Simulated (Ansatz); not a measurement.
# Fe wire along [110], 33 atoms a period: bands along the axis

Aim: is the Fe wire along [110], 33 atoms a period a metal or a semiconductor?

Main program and level: Ansatz 0.2.0; DFT PBE, plane waves, PAW; relaxation of a wire's period; PAW set soft_1, in the first sound run; inputs show where later runs differ.

### Step 1. Starting point

The cell holds 33 atoms: 33 Fe. Its edges and angles: a = 18.120 Å, b = 14.804 Å, c = 4.002 Å, α = 90.0°, β = 90.0°, γ = 90.0°. Vacuum lies along a and b. The structure's axis is c.

### Step 2. Relaxation of atoms and period

Band widths follow the bond lengths, so the wire is relaxed first. The atoms and the third cell vector are free; the box across stays fixed as vacuum. Moments are seeded so that a magnetic state can form if it lies lower. A Fermi-Dirac smearing is set since the result may be a metal. The pressure printed is a third of the stress's trace over the whole box, vacuum included; only the stress along the axis is relaxed.

input.yaml reads:

```yaml
crystal:
  lattice:
    - [18.12, 0.0, 0.0]
    - [0.0, 14.804, 0.0]
    - [0.0, 0.0, 4.0022243815]
  atoms:
    - { symbol: Fe, position: [0.187637969, 0.500015157, 0.0], spin: 2.4 }
    - { symbol: Fe, position: [0.265728477, 0.364841407, 0.0], spin: 2.4 }
    - { symbol: Fe, position: [0.343818985, 0.229667657, 0.0], spin: 2.4 }
    - { symbol: Fe, position: [0.343818985, 0.500015157, 0.0], spin: 2.4 }
    - { symbol: Fe, position: [0.421909492, 0.364841407, 0.0], spin: 2.4 }
    - { symbol: Fe, position: [0.5, 0.229667657, 0.0], spin: 2.4 }
    - { symbol: Fe, position: [0.5, 0.500015157, 0.0], spin: 2.4 }
    - { symbol: Fe, position: [0.578090508, 0.364841407, 0.0], spin: 2.4 }
    - { symbol: Fe, position: [0.656181015, 0.229667657, 0.0], spin: 2.4 }
    - { symbol: Fe, position: [0.656181015, 0.500015157, 0.0], spin: 2.4 }
    - { symbol: Fe, position: [0.734271523, 0.364841407, 0.0], spin: 2.4 }
    - { symbol: Fe, position: [0.812362031, 0.500015157, 0.0], spin: 2.4 }
    - { symbol: Fe, position: [0.265728477, 0.500015157, 0.5], spin: 2.4 }
    - { symbol: Fe, position: [0.343818985, 0.364841407, 0.5], spin: 2.4 }
    - { symbol: Fe, position: [0.343818985, 0.635188907, 0.5], spin: 2.4 }
    - { symbol: Fe, position: [0.421909492, 0.229667657, 0.5], spin: 2.4 }
    - { symbol: Fe, position: [0.421909492, 0.500015157, 0.5], spin: 2.4 }
    - { symbol: Fe, position: [0.421909492, 0.770362656, 0.5], spin: 2.4 }
    - { symbol: Fe, position: [0.5, 0.364841407, 0.5], spin: 2.4 }
    - { symbol: Fe, position: [0.5, 0.635188907, 0.5], spin: 2.4 }
    - { symbol: Fe, position: [0.578090508, 0.229667657, 0.5], spin: 2.4 }
    - { symbol: Fe, position: [0.578090508, 0.500015157, 0.5], spin: 2.4 }
    - { symbol: Fe, position: [0.578090508, 0.770362656, 0.5], spin: 2.4 }
    - { symbol: Fe, position: [0.656181015, 0.364841407, 0.5], spin: 2.4 }
    - { symbol: Fe, position: [0.656181015, 0.635188907, 0.5], spin: 2.4 }
    - { symbol: Fe, position: [0.734271523, 0.500015157, 0.5], spin: 2.4 }
    - { symbol: Fe, position: [0.265728477, 0.635188907, 0.0], spin: 2.4 }
    - { symbol: Fe, position: [0.343818985, 0.770362656, 0.0], spin: 2.4 }
    - { symbol: Fe, position: [0.421909492, 0.635188907, 0.0], spin: 2.4 }
    - { symbol: Fe, position: [0.5, 0.770362656, 0.0], spin: 2.4 }
    - { symbol: Fe, position: [0.578090508, 0.635188907, 0.0], spin: 2.4 }
    - { symbol: Fe, position: [0.656181015, 0.770362656, 0.0], spin: 2.4 }
    - { symbol: Fe, position: [0.734271523, 0.635188907, 0.0], spin: 2.4 }
magnetization:
  spin_polarized: true
kpoints:
  mp_grid: { grid: [1, 1, 20] }
scf:
  occupations: { method: fermi_dirac, width: 0.05 }
hamiltonian:
  xc: pbe
  pseudopotentials: { kind: paw, azcp: { folder: soft_1 } }
relax:
  cell: { fix: [a, b, alpha, beta, gamma] }
  max_steps: 45
  f_tol: 0.03
```

Started as:

```console
$ ansatz run input.yaml --threads 4 --pin off --max-ram 16384MiB --backend cpu --events-out ev --progress --plain --runs-dir out
```

Numbers of over 12 decimals in the logs are rounded to 6 here.

Output:

```text
Engine: ansatz 0.2.0, aarch64-unknown-linux-gnu
Pseudopotentials: kind: paw
Pseudopotential: Fe, paw, valence charge 16, recommended cutoff 420 eV (normal), soft_1/Fe.paw.azcp
Functional definition: PBE
  parameter kappa = 0.804
  parameter beta = 0.066725
  exchange = pbe_x(kappa = kappa, mu = beta*pi^2/3)
  correlation = pbe_c(beta = beta)
Crystal: 33 atoms, lattice volume = 1073.591 Å³
Basis set: ecut = 420 eV, 21021 PW (Γ), exchange–correlation on 250×200×54 points (8 copies of the dense FFT grid, shifted against one another)
Bands: 365, of which v1, the nominal top of the filled ones, is band 264 counted from 1 (263 counted from 0)
Symmetry: 8 space group operations
Space group: Pmmm (ITA 47), of the structure as read, at distance tolerance 1.0e-4 Å
Magnetic group: BNS 47.249 (UNI 347), of the structure as read, at distance tolerance 1.0e-4 Å
k-points: 11 of 20
Non-local potential: Fe, projectors of the file, l = 0: 3, l = 1: 2, l = 2: 3, l = 3: 1
PAW form: soft (Blöchl's): semilocal exchange-correlation on the pseudo side does not see the compensation charge
PAW one-centre angular grid: Fe, 590 points (default); XC on 64 Gauss nodes
Initial density: superposition of atomic densities (neutral atoms: chi_scale 0, normalization atom)
Starting moments: Σ|m| = 79.2 μB on 33 of 33 sites
Initial wavefunctions: pseudopotential atomic-orbital guess
Functional: x = pbe(κ = 0.804, μ = 0.219515), c = pbe(β = 0.066725)
SCF iter   1: F=—  HF=-147823.440324 eV  |F-HF|=—  |Δ(HF+E_count)|=         —  Δρ=4.31e-2 (↑1.79e-2 ↓4.31e-2)  dr2=1.11e2  dr2_m=5.75e0  M=79.718 μB ∫|m|=80.504 μB  β_m=0.30  ethr=3.10e-3  ⟨swp⟩=7.8  Hψ=36114  notcnv=0  defer=607
Mixer restart at iter 1: flushing history
preconditioner: auto → LDOS  [metal: Δε(μ)=0.004 eV  Ē_g=5.990 eV  σ=0.050 eV  W_gap=0.02  n_scr=268 (ndim 8)  ℏωp=18.4 eV  f_vac=0.527  D(μ)=44.81/eV (n_scr^D=392)]
spin=Collinear: LDOS preconditioning applied to the charge; magnetization (m = ρ↑ − ρ↓) channel mixes plain (no charge-response kernel on spin).
SCF iter   2: F=—  HF=-147810.215725 eV  |F-HF|=—  |Δ(HF+E_count)|=    1.32e1  Δρ=2.61e-2 (↑2.61e-2 ↓2.28e-2)  dr2=1.79e1  dr2_m=4.73e0  M=81.749 μB ∫|m|=83.010 μB  β_m=0.36  ethr=3.10e-3  ⟨swp⟩=3.0  Hψ=14410  notcnv=0  defer=1069
SCF iter   3: F=—  HF=-147822.956321 eV  |F-HF|=—  |Δ(HF+E_count)|=    1.27e1  Δρ=1.54e-2 (↑1.26e-2 ↓1.54e-2)  dr2=8.17e-1  dr2_m=1.80e0  M=82.123 μB ∫|m|=83.919 μB  β_m=0.44  ethr=3.10e-3  ⟨swp⟩=3.0  Hψ=13227  notcnv=0  defer=1086
SCF iter   4: F=—  HF=-147829.721806 eV  |F-HF|=—  |Δ(HF+E_count)|=    6.77e0  Δρ=9.83e-3 (↑9.83e-3 ↓7.75e-3)  dr2=3.88e-1  dr2_m=7.18e-1  M=83.273 μB ∫|m|=85.723 μB  β_m=0.72  ethr=1.55e-4  ⟨swp⟩=3.7  Hψ=16629  notcnv=0  defer=1086
SCF iter   5: F=—  HF=-147832.225910 eV  |F-HF|=—  |Δ(HF+E_count)|=    2.50e0  Δρ=4.79e-3 (↑4.79e-3 ↓3.69e-3)  dr2=7.23e-1  dr2_m=7.90e-2  M=85.037 μB ∫|m|=88.326 μB  β_m=0.69  ethr=7.34e-5  ⟨swp⟩=3.1  Hψ=16850  notcnv=0  defer=1099
SCF iter   6: F=—  HF=-147832.145407 eV  |F-HF|=—  |Δ(HF+E_count)|=   8.05e-2  Δρ=2.45e-3 (↑2.45e-3 ↓1.91e-3)  dr2=1.69e-1  dr2_m=2.42e-2  M=85.382 μB ∫|m|=88.807 μB  β_m=0.72  ethr=7.34e-5  ⟨swp⟩=2.2  Hψ=15109  notcnv=0  defer=1112
SCF iter   7: F=—  HF=-147832.214525 eV  |F-HF|=—  |Δ(HF+E_count)|=         —  Δρ=3.15e-3 (↑3.15e-3 ↓2.31e-3)  dr2=4.09e-2  dr2_m=6.71e-2  M=86.304 μB ∫|m|=89.717 μB  β_m=0.72  ethr=3.20e-5  ⟨swp⟩=2.2  Hψ=14600  notcnv=0  defer=1112
SCF iter   8: F=—  HF=-147832.200552 eV  |F-HF|=—  |Δ(HF+E_count)|=   1.40e-2  Δρ=1.17e-3 (↑1.17e-3 ↓9.20e-4)  dr2=3.91e-2  dr2_m=7.91e-3  M=86.422 μB ∫|m|=89.923 μB  β_m=0.83  ethr=7.74e-6  ⟨swp⟩=2.7  Hψ=14953  notcnv=0  defer=1112
SCF iter   9: F=—  HF=-147832.209796 eV  |F-HF|=—  |Δ(HF+E_count)|=   9.24e-3  Δρ=1.02e-3 (↑1.02e-3 ↓5.60e-4)  dr2=9.50e-3  dr2_m=4.22e-3  M=86.587 μB ∫|m|=90.031 μB  β_m=0.77  ethr=7.40e-6  ⟨swp⟩=2.3  Hψ=13131  notcnv=0  defer=1108
SCF iter  10: F=—  HF=-147832.206849 eV  |F-HF|=—  |Δ(HF+E_count)|=   2.95e-3  Δρ=5.94e-4 (↑5.94e-4 ↓2.96e-4)  dr2=1.46e-3  dr2_m=1.76e-3  M=86.627 μB ∫|m|=90.077 μB  β_m=0.87  ethr=1.80e-6  ⟨swp⟩=2.4  Hψ=11934  notcnv=0  defer=1108
SCF iter  11: F=—  HF=-147832.206682 eV  |F-HF|=—  |Δ(HF+E_count)|=   1.67e-4  Δρ=2.21e-4 (↑2.21e-4 ↓1.46e-4)  dr2=1.26e-3  dr2_m=4.96e-5  M=86.627 μB ∫|m|=90.087 μB  β_m=0.70  ethr=2.76e-7  ⟨swp⟩=2.4  Hψ=13863  notcnv=0  defer=1108
SCF iter  12: F=—  HF=-147832.206350 eV  |F-HF|=—  |Δ(HF+E_count)|=   3.32e-4  Δρ=5.73e-5 (↑5.73e-5 ↓4.07e-5)  dr2=8.25e-5  dr2_m=1.03e-5  M=86.635 μB ∫|m|=90.094 μB  β_m=0.66  ethr=2.39e-7  ⟨swp⟩=2.0  Hψ=12548  notcnv=0  defer=1108
SCF iter  13: F=—  HF=-147832.206337 eV  |F-HF|=—  |Δ(HF+E_count)|=   1.34e-5  Δρ=7.69e-5 (↑7.69e-5 ↓2.89e-5)  dr2=3.06e-5  dr2_m=2.27e-5  M=86.643 μB ∫|m|=90.099 μB  β_m=0.59  ethr=1.56e-8  ⟨swp⟩=3.0  Hψ=15293  notcnv=0  defer=1108
SCF iter  14: F=—  HF=-147832.206328 eV  |F-HF|=—  |Δ(HF+E_count)|=   9.10e-6  Δρ=1.17e-5 (↑7.41e-6 ↓1.17e-5)  dr2=2.28e-6  dr2_m=6.66e-7  M=86.641 μB ∫|m|=90.099 μB  β_m=0.64  ethr=5.80e-9  ⟨swp⟩=2.4  Hψ=12988  notcnv=0  defer=1108
SCF iter  15: F=—  HF=-147832.206328 eV  |F-HF|=—  |Δ(HF+E_count)|=   2.99e-7  Δρ=6.78e-6 (↑6.78e-6 ↓5.30e-6)  dr2=5.82e-7  dr2_m=1.99e-7  M=86.642 μB ∫|m|=90.100 μB  β_m=0.62  ethr=4.33e-10  ⟨swp⟩=2.7  Hψ=13018  notcnv=0  defer=1108
SCF iter  16: F=—  HF=-147832.206328 eV  |F-HF|=—  |Δ(HF+E_count)|=   2.18e-8  Δρ=4.38e-6 (↑4.38e-6 ↓2.87e-6)  dr2=3.13e-7  dr2_m=5.33e-8  M=86.643 μB ∫|m|=90.100 μB  β_m=0.58  ethr=1.10e-10  ⟨swp⟩=2.2  Hψ=13823  notcnv=0  defer=1108
SCF iter  17: F=—  HF=-147832.206328 eV  |F-HF|=—  |Δ(HF+E_count)|=   1.31e-8  Δρ=1.38e-6 (↑1.32e-6 ↓1.38e-6)  dr2=2.08e-8  dr2_m=1.28e-8  M=86.643 μB ∫|m|=90.100 μB  β_m=0.79  ethr=5.93e-11  ⟨swp⟩=2.3  Hψ=11947  notcnv=0  defer=1108
SCF iter  18: F=-147832.206328 eV  HF=-147832.206328 eV  |F-HF|=5.39e-8  |Δ(HF+E_count)|=   3.31e-8  Δρ=1.47e-6 (↑9.04e-7 ↓1.47e-6)  dr2=5.28e-8  dr2_m=3.21e-9  M=86.643 μB ∫|m|=90.100 μB  ethr=3.94e-12  ⟨swp⟩=2.0  Hψ=27599  notcnv=0
SCF 1 converged in 18 iterations: F = -147832.206328 eV  dr2 = 5.28e-8
  greatest PAW one-centre occupation: 1.002 electrons in one spin orbital (limit 2), on the Fe atom at site 11 (counted from 0), in its partial waves of l = 1
relax step   1: F+E_penalty+E_count = -147832.20632797 eV  Δ(F+E_penalty+E_count) = +0.000e0 eV  max|allowed force component| = 9.961e-1 eV/Å  Δτ_max = 0.0000 Å  P = -1.273 GPa  Ω = 1073.591 Å³  fix = [a, b, alpha, beta, gamma]  reactions: a -0.891, b -1.021 GPa  (18 SCF iters, dr2 threshold 1.00e-7 eV, accepted)
[...]
SCF iter   8: F=—  HF=-147832.820489 eV  |F-HF|=—  |Δ(HF+E_count)|=   1.01e-8  Δρ=7.62e-7 (↑7.62e-7 ↓3.18e-7)  dr2=6.01e-9  dr2_m=2.19e-9  M=85.323 μB ∫|m|=88.668 μB  β_m=0.57  ethr=1.44e-11  ⟨swp⟩=2.1  Hψ=10961  notcnv=0
SCF iter   9: F=—  HF=-147832.820488 eV  |F-HF|=—  |Δ(HF+E_count)|=   9.04e-8  Δρ=3.58e-7 (↑3.58e-7 ↓1.73e-7)  dr2=1.20e-9  dr2_m=5.90e-10  M=85.323 μB ∫|m|=88.668 μB  β_m=0.66  ethr=1.14e-12  ⟨swp⟩=3.0  Hψ=13415  notcnv=0
SCF iter  10: F=—  HF=-147832.820488 eV  |F-HF|=—  |Δ(HF+E_count)|=  3.49e-10  Δρ=1.36e-7 (↑1.36e-7 ↓8.19e-8)  dr2=1.43e-10  dr2_m=9.01e-11  M=85.323 μB ∫|m|=88.668 μB  β_m=0.67  ethr=1.00e-12  ⟨swp⟩=1.9  Hψ=8866  notcnv=0
SCF iter  11: F=-147832.820488 eV  HF=-147832.820488 eV  |F-HF|=2.33e-10  |Δ(HF+E_count)|=  2.91e-11  Δρ=6.54e-8 (↑6.54e-8 ↓4.77e-8)  dr2=1.50e-10  dr2_m=8.66e-12  M=85.323 μB ∫|m|=88.668 μB  ethr=1.00e-12  ⟨swp⟩=3.0  Hψ=25428  notcnv=0
SCF 6 converged in 11 iterations: F = -147832.820488 eV  dr2 = 1.50e-10
relax step   6: F+E_penalty+E_count = -147832.82048846 eV  Δ(F+E_penalty+E_count) = +1.602e-2 eV  max|allowed force component| = 2.571e-2 eV/Å  Δτ_max = 0.0000 Å  P = +0.002 GPa  Ω = 1043.246 Å³  fix = [a, b, alpha, beta, gamma]  reactions: a +0.020, b -0.060 GPa  stress off target by 4.59e-2 GPa on what of the cell is left free  SCF on the basis re-selected at this cell (its energy is not comparable with the rows above)  (11 SCF iters)
basis re-selected at this cell: Δ(F+E_penalty+E_count) = +1.602e-2 eV, ΔP = +0.007 GPa vs the last step (what re-selecting the basis moved, of the pressure what is left beyond the Pulay correction that the steps carried, after the strain that the cell walked since its last selection, with what the two solves' SCF thresholds leave and, on support functions, any second-order correction that the steps lacked; it is no m [...]
SCF converged after 11 iterations
Magnetization: 85.3226 μB (306.6613 up, 221.3387 down)
Absolute magnetization: 88.6758 μB (∫|ρ↑−ρ↓|, with the PAW one-centre terms)
Spin contamination: 1.4409 ħ² per cell (⟨S²⟩ above its minimum at these occupations)
Per-site moments (μB) at R_I (Å): [(2.708691, 0.963021), (2.746963, 0.963021), (2.789370, 0.972756), (2.342294, 0.997435), (2.312323, 0.972756), (2.623191, 0.990029), (2.185478, 1.002997), (2.312323, 0.972756), (2.789370, 0.972756), (2.342294, 0.997435), (2.746963, 0.963021), (2.708691, 0.963021), (2.477877, 0.979500), (2.463597, 1.004216), (2.463597, 1.004216), (2.550298, 0.990029), (2.331162, 0.997435), (2.550298,  [...]
Free energy (F): -147832.820488 eV
Harris-Foulkes:  -147832.820488 eV  (|F-HF|=2.33e-10)
Internal energy: -147832.544862 eV  (E = F + TS)
E sigma→0 (E₀):  -147832.682675 eV
Entropy (-TS):   -0.275627 eV (-8.352 meV/atom)
Fermi energy:    4.242202 eV
--- Per-component energies (eV) ---
  E_band       = -14486.947188
  E_kinetic    = 10882.802281
  E_local      = -522165.872769  (includes V_loc(G=0)·N_el)
  E_nonlocal   = 9642.054607
  E_hartree    = 251315.802379
  E_xc         = -3613.929583
  E_vxc        = -4638.893203  (∫ρ·V_xc dr)
  E_paw        = -45666.576702  (= ΣΔE_a)
  E_vpaw       = -10838.608265  (= ΣTr[D̂ρ^β])
  E_aug_tail   = -0.032990  (compensation charges beyond the density's cutoff)
  E_ewald      = 151773.207916
  E_smearing   = -0.275627  (= −TS)
  E_closure    = 0.000000  (closes the sum)
  Σ components = -147832.820488   (vs F -147832.820488, Δ=0.00e0)
--- Forces (eV/Å), atoms counted from 1 ---
  atom   1  Fe     0.02570753    -0.00000000    -0.00000000
  atom   2  Fe    -0.01861594    -0.01862108     0.00000000
  atom   3  Fe    -0.00466088     0.00302655    -0.00000000
  atom   4  Fe    -0.01863426     0.00000000    -0.00000000
  atom   5  Fe     0.01349446     0.00350211    -0.00000000
  atom   6  Fe    -0.00000000     0.00356110    -0.00000000
  atom   7  Fe    -0.00000000     0.00000000     0.00000000
  atom   8  Fe    -0.01349446     0.00350211    -0.00000000
  atom   9  Fe     0.00466088     0.00302655    -0.00000000
  atom  10  Fe     0.01863426    -0.00000000     0.00000000
  atom  11  Fe     0.01861594    -0.01862108     0.00000000
  atom  12  Fe    -0.02570753     0.00000000     0.00000000
  atom  13  Fe    -0.00314374     0.00000000     0.00000000
  atom  14  Fe    -0.00491072     0.01751074    -0.00000000
  atom  15  Fe    -0.00491072    -0.01751074     0.00000000
  atom  16  Fe    -0.00272251     0.00764399    -0.00000000
  atom  17  Fe     0.01950815    -0.00000000    -0.00000000
  atom  18  Fe    -0.00272251    -0.00764399     0.00000000
  atom  19  Fe     0.00000000    -0.00114306     0.00000000
  atom  20  Fe    -0.00000000     0.00114306    -0.00000000
  atom  21  Fe     0.00272251     0.00764399    -0.00000000
  atom  22  Fe    -0.01950815     0.00000000     0.00000000
  atom  23  Fe     0.00272251    -0.00764399     0.00000000
  atom  24  Fe     0.00491072     0.01751074    -0.00000000
  atom  25  Fe     0.00491072    -0.01751074     0.00000000
  atom  26  Fe     0.00314374    -0.00000000    -0.00000000
  atom  27  Fe    -0.01861594     0.01862108    -0.00000000
  atom  28  Fe    -0.00466088    -0.00302655     0.00000000
  atom  29  Fe     0.01349446    -0.00350211     0.00000000
  atom  30  Fe     0.00000000    -0.00356110     0.00000000
  atom  31  Fe    -0.01349446    -0.00350211     0.00000000
  atom  32  Fe     0.00466088    -0.00302655     0.00000000
  atom  33  Fe     0.01861594     0.01862108    -0.00000000
  max |Σ_I F_I| component: 3.47e-18 eV/Å
--- Stress (GPa, compression-positive) ---
        0.019805       0.000000       0.000000
        0.000000      -0.059802       0.000000
        0.000000       0.000000       0.045872
  P = ⅓ Tr σ = 0.0020 GPa (0.020 kbar)
--- Relaxed structure (5 steps of the walk, 5 accepted, 1 SCFs on fresh bases) ---
  F+E_penalty+E_count = -147832.82048846 eV   max|allowed force component| = 2.571e-2 eV/Å   (the final SCF, on the basis selected at the relaxed cell)
  cell:  # Å, volume = 1043.2463 Å³
    - [18.12, 0, 0]
    - [0, 14.804, 0]
    - [0, 0, 3.889104]
  atoms:
    - { symbol: Fe, position: [0.184593, 0.500015, 0] }
    - { symbol: Fe, position: [0.258359, 0.370721, 0] }
    - { symbol: Fe, position: [0.343982, 0.236522, 0.0] }
    - { symbol: Fe, position: [0.340123, 0.500015, 0] }
    - { symbol: Fe, position: [0.420321, 0.365533, 0] }
    - { symbol: Fe, position: [0.500000, 0.229629, 0.0] }
    - { symbol: Fe, position: [0.500000, 0.500015, 0] }
    - { symbol: Fe, position: [0.579679, 0.365533, 0.0] }
    - { symbol: Fe, position: [0.656018, 0.236522, 0.0] }
    - { symbol: Fe, position: [0.659877, 0.500015, 0.0] }
    - { symbol: Fe, position: [0.741641, 0.370721, 0] }
    - { symbol: Fe, position: [0.815407, 0.500015, 0] }
    - { symbol: Fe, position: [0.259801, 0.500015, 0.5] }
    - { symbol: Fe, position: [0.339613, 0.360037, 0.5] }
    - { symbol: Fe, position: [0.339613, 0.639993, 0.5] }
    - { symbol: Fe, position: [0.422364, 0.230153, 0.5] }
    - { symbol: Fe, position: [0.419438, 0.500015, 0.5] }
    - { symbol: Fe, position: [0.422364, 0.769878, 0.5] }
    - { symbol: Fe, position: [0.500000, 0.364921, 0.5] }
    - { symbol: Fe, position: [0.500000, 0.635110, 0.5] }
    - { symbol: Fe, position: [0.577636, 0.230153, 0.5] }
    - { symbol: Fe, position: [0.580562, 0.500015, 0.5] }
    - { symbol: Fe, position: [0.577636, 0.769878, 0.5] }
    - { symbol: Fe, position: [0.660387, 0.360037, 0.5] }
    - { symbol: Fe, position: [0.660387, 0.639993, 0.5] }
    - { symbol: Fe, position: [0.740199, 0.500015, 0.5] }
    - { symbol: Fe, position: [0.258359, 0.629310, 0] }
    - { symbol: Fe, position: [0.343982, 0.763508, 0] }
    - { symbol: Fe, position: [0.420321, 0.634497, 0] }
    - { symbol: Fe, position: [0.500000, 0.770402, 0] }
    - { symbol: Fe, position: [0.579679, 0.634497, 0] }
    - { symbol: Fe, position: [0.656018, 0.763508, 0] }
    - { symbol: Fe, position: [0.741641, 0.629310, 0] }
```

Run time: 36 min. Hardware: 4 threads of Arm Neoverse V1, shared host; peak memory 9.7 GiB; 2.4 h of CPU time.

Step by step:

| step | energy less that of the first step (eV) | largest force component (eV/Å) | pressure (GPa) | volume (Å³) |
| --- | --- | --- | --- | --- |
| 1 | 0.0000 | 0.9961 | -1.27 | 1073.59 |
| 2 | -0.4251 | 0.4805 | -0.58 | 1064.60 |
| 3 | -0.6080 | 0.2697 | 0.23 | 1049.69 |
| 4 | -0.6251 | 0.0763 | 0.02 | 1040.23 |
| 5 | -0.6302 | 0.0263 | -0.01 | 1043.25 |
| 6* | -0.6142 | 0.0257 | 0.00 | 1043.25 |

Relaxation steps marked * repeat the geometry before them on a plane-wave basis chosen anew for their cell, so energy and pressure can jump there.

Forces are held to the 8 operations that the run works with; a distortion that breaks them can't arise in this run.

| cell as run | before | after | change |
| --- | --- | --- | --- |
| c (Å) | 4.002 | 3.889 | -2.8 % |

The atoms that moved most (Å, along periodic axes as changes of fractional coordinates times the final cell, across vacuum about the mean position):

| atom | dx | dy | dz | length |
| --- | --- | --- | --- | --- |
| Fe33 | 0.134 | -0.087 | 0.000 | 0.159 |
| Fe27 | -0.134 | -0.087 | 0.000 | 0.159 |
| Fe11 | 0.134 | 0.087 | 0.000 | 0.159 |
| Fe2 | -0.134 | 0.087 | 0.000 | 0.159 |
| Fe26 | 0.107 | 0.000 | 0.000 | 0.107 |
| Fe13 | -0.107 | 0.000 | 0.000 | 0.107 |
| Fe24 | 0.076 | -0.071 | 0.000 | 0.104 |
| Fe14 | -0.076 | -0.071 | 0.000 | 0.104 |

Numbers from this step:

| Quantity | Value |
| --- | --- |
| energy at zero smearing | -147832.6827 eV |
| total moment | 85.32 μB |
| absolute moment | 88.68 μB |
| cell length along the wire | 3.889 Å |

Site moment by element, in μB:

| element | atoms | mean | spread (r.m.s.) | least | largest |
| --- | --- | --- | --- | --- | --- |
| Fe | 33 | 2.53 | 0.18 | 2.19 | 2.79 |

The atoms farthest from the mean of their element:

| atom | x, y, z (Å) | site moment (μB) |
| --- | --- | --- |
| Fe7 | 9.06, 7.40, 0.00 | 2.19 |
| Fe9 | 11.89, 3.50, 0.00 | 2.79 |
| Fe32 | 11.89, 11.30, 0.00 | 2.79 |
| Fe28 | 6.23, 11.30, 0.00 | 2.79 |
| Fe3 | 6.23, 3.50, 0.00 | 2.79 |
| Fe11 | 13.44, 5.49, 0.00 | 2.75 |
| Fe33 | 13.44, 9.32, 0.00 | 2.75 |
| Fe2 | 4.68, 5.49, 0.00 | 2.75 |

The cell's length comes to 3.889 Å with an absolute moment of 88.68 μB a cell.

[end of part 1 of 2]

[Logs are printed without paths, hosts, clocks, repeated set-up lines and the standing remarks that a program may print on its own settings, such as how far it seeks lower states.]

[Hosts, paths, dates, database ids (printed as entryN), source tags and the programs' standing remarks are cut or masked in the printed files.]
